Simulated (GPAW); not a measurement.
GaN (P6_3mc): refractive index against wavelength

The refractive index of GaN (P6_3mc) along x below the direct gap (1.94 eV on the mesh) is read from one computed spectrum, n = √(Re ε). x, y and z are the Cartesian axes of the input cell.

It takes space group P6_3mc (No. 186, hexagonal). Conventional cell: a = 3.180 Å, b = 3.180 Å, c = 5.166 Å, α = 90.00°, β = 90.00°, γ = 120.00°. Ga on site b has 4 N at 1.94 to 1.95 Å as nearest neighbours. N on site b has 4 Ga at 1.94 to 1.95 Å as nearest neighbours.

Method: GPAW 26.7.0, PBE, RPA, k-mesh 11×11×6, local fields up to 60 eV, Lorentzian half width 0.15 eV.

Launch of the response step: `OMP_NUM_THREADS=1 python df.py`. The run took 66 s, its band step included, on 1 thread of Arm Neoverse V2 (shared host).

```
wavelength (nm)  photon energy E (eV)       n
           3000                 0.413  2.3574
           2000                 0.620  2.3648
           1550                 0.800  2.3740
           1310                 0.946       ?
           1064                 1.165  2.4035
```

In the single-oscillator model n² − 1 = E₀E_d/(E₀² − E²), so 1/(n² − 1) = E₀/E_d − E²/(E₀E_d) is linear in E².

Working, on the rows shown:

| x = E² (eV²) | y = 1/(n² − 1) |
| --- | --- |
| 0.170801 | 0.219426 |
| 0.384302 | 0.217757 |
| 0.639837 | 0.215709 |
| 1.35784 | 0.209345 |

Means: x̄ = 0.6382, ȳ = 0.21556. Σ(x − x̄)(y − ȳ) = -0.006838, Σ(x − x̄)² = 0.8008. Slope = -0.006838 / 0.8008 = -0.008538; intercept = ȳ − slope · x̄ = 0.22101. Turned back into n, the line misses the rows shown by at most 0.00074.

Problem. Predict the last column of the withheld row from the fit.

Solution. At x = 0.89576 the line gives y = 0.21336, that is 2.3847. The run gave 2.3839, so the interpolation is off by 0.00082, 1.8 % of the range in the table.

Refitted with all rows, the slope is -0.008495 and the intercept 0.22101. These give E₀ = √(intercept/−slope) = 5.10 eV and E_d = E₀/intercept = 23.1 eV; E₀ is 2.6 times the direct gap. The electronic limit at long wavelengths, without lattice vibrations, is n = √(1 + 1/intercept) = 2.350. The cell comes from an older database entry, whose edges can be off by a per cent or so. Excitons are left out; PBE gaps are as a rule too small. The values come from a sum over the points of one k-mesh and carry its error, which grows as the direct gap shrinks. Spin-orbit coupling is left out.

[Logs are printed without paths, hosts, clocks, repeated set-up lines and the standing remarks that a program may print on its own settings, such as how far it seeks lower states.]
